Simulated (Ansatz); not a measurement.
## La on Au(111): change of the work function: cost of one run

Ansatz 0.2.0; plane-wave DFT, PBE, Ansatz PAW. The cell holds 17 atoms.

File input.yaml:

```yaml
crystal:
  lattice:
    - [5.7699913344, 0.0, 0.0]
    - [2.8849956672, 4.9969590752, 0.0]
    - [0.0, 0.0, 28.4076925276]
  atoms:
    - { symbol: Au, position: [0.0, 0.0, 0.3168155946] }
    - { symbol: Au, position: [0.1666666667, 0.1666666667, 0.3997364125] }
    - { symbol: Au, position: [0.3333333333, 0.3333333333, 0.4855232325] }
[... 8 atom lines left out ...]
    - { symbol: Au, position: [0.5, 0.0, 0.5735097792] }
    - { symbol: Au, position: [0.5, 0.5, 0.3168155946] }
    - { symbol: Au, position: [0.6666666667, 0.6666666667, 0.3997364125] }
    - { symbol: Au, position: [0.8333333333, 0.8333333333, 0.4855232325] }
    - { symbol: Au, position: [0.5, 0.5, 0.5735097792] }
    - { symbol: La, position: [0.1666666667, 0.1666666667, 0.6831844054] }
kpoints:
  mp_grid: { grid: [6, 6, 1] }
hamiltonian:
  xc: pbe
scf:
  occupations: { method: fermi_dirac, width: 0.1 }
  convergence: { dr2_threshold: 1.0e-08 }
efield:
  axis: 3
  dipole_correction: true
  ramp_position: 0.97
  ramp_width: 0.06
relax:
  f_tol: 0.02
  max_steps: 60
  constraints: [{ sites: [0, 1, 4, 5, 8, 9, 12, 13] }]
output:
  dos: { projected: true, e_range: [-8, 4] }
  write_potential: true
  write_density: true
  volumetric_format: npy
  elf: true
```

The run is started by

```bash
> ansatz run input.yaml --threads 4 --pin off --max-ram 16384MiB --backend cpu --events-out ev --progress --plain --runs-dir out
```

The cutoff in use is 420 eV. For reference, a run of the same kind (4 atoms, 19 k-points, 46 bands and 3,551 plane waves; 29 SCF cycles) took 14 s and 0.51 GiB on the same hardware.

**Question.** How long does this run take on 4 threads of Arm Neoverse V1, shared host, and how much memory does it need?

A cutoff of 420 eV is a sphere of radius 10.5 Å⁻¹, so a cell of 819 Å³ holds about V·G³/6π² = 16,007 plane waves. At two electrons a band, the 315 electrons need 158 bands, and 31 more are carried. Symmetry cuts the 6×6×1 mesh from 36 to 7 points. The run has 7 k-points, 189 bands and 16,079 plane waves. Taking the work of a cycle as k-points × spins × bands × plane waves, that is 6.9 times the reference, or 93 s at the reference's 29 cycles. The run needed 142 SCF cycles over 13 ionic steps, which makes it about 7.6 min. One copy of the wavefunctions takes 0.32 GiB at 16 bytes a coefficient, against 0.046 GiB in the reference; grids, projectors and work arrays come on top. Measured: about 8.9 min, with a peak of 3.5 GiB. The estimate holds within 25 %.

[Logs are printed without paths, hosts, clocks, repeated set-up lines and the standing remarks that a program may print on its own settings, such as how far it seeks lower states.]

[Hosts, paths, dates, database ids (printed as entryN), source tags and the programs' standing remarks are cut or masked in the printed files.]

[Maps of the electrostatic potential energy from Ansatz leave out the sawtooth potential of an applied field or a dipole correction, so their vacuum need not be flat; planar profiles and work functions include it.]
